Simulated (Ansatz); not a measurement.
# Calculated records

WS2 (Tungstenite): spin-orbit coupling beyond the local functionals. Symmetry: P6_3/mmc, No. 194, hexagonal system. Conventional cell: a = 3.153 Å, b = 3.153 Å, c = 12.323 Å, α = 90.00°, β = 90.00°, γ = 120.00°. W has 6 S at 2.40 Å nearest. Nearest to S lie 3 W at 2.40 Å. Farther neighbours and most contacts between anions are not listed. The calculation used DFT, HSE06 with spin-orbit coupling, plane waves, PAW (and 1 further level or step) in Ansatz 0.2.0, with cutoff 420 eV, 6×6×2 k-mesh, smearing width 0.02 eV, default PAW in one of its runs. The HSE06 is 1.50 eV and the HSE06+SOC is 1.45 eV. It took 2 runs, 82 s in all on 1 × NVIDIA H100 80GB HBM3 (shared by 6 runs) with 2 threads of AMD EPYC 7R13 (Zen 3), shared host (the runs of this entry). Spin-orbit coupling changes the gap by −0.05 eV and the least direct gap by −0.21 eV. The cell and positions come from the Crystallography Open Database and are kept as given unless a step says otherwise.

```
W S
1.0
     3.15320    0.00000    0.00000
    -1.57660    2.73075    0.00000
     0.00000    0.00000   12.32300
W S
2 4
Direct
  0.33333 0.66667 0.25000
  0.66667 0.33333 0.75000
  0.33333 0.66667 0.62250
  0.66667 0.33333 0.12250
  0.33333 0.66667 0.87750
  0.66667 0.33333 0.37750
```

[Paths, hosts, dates, memory and timing lines, banners, echoed tables and standing remarks are left out of the program output.]

[Logs are printed without paths, hosts, clocks, repeated set-up lines and the standing remarks that a program may print on its own settings, such as how far it seeks lower states.]

[Runs of the session that timed out or met a known fault of the program may be left out.]

[Cells called generated may have been cut or substituted from an entry of the Crystallography Open Database or the Materials Project.]

[Hosts, paths, dates, database ids (printed as entryN), source tags and the programs' standing remarks are cut or masked in the printed files.]
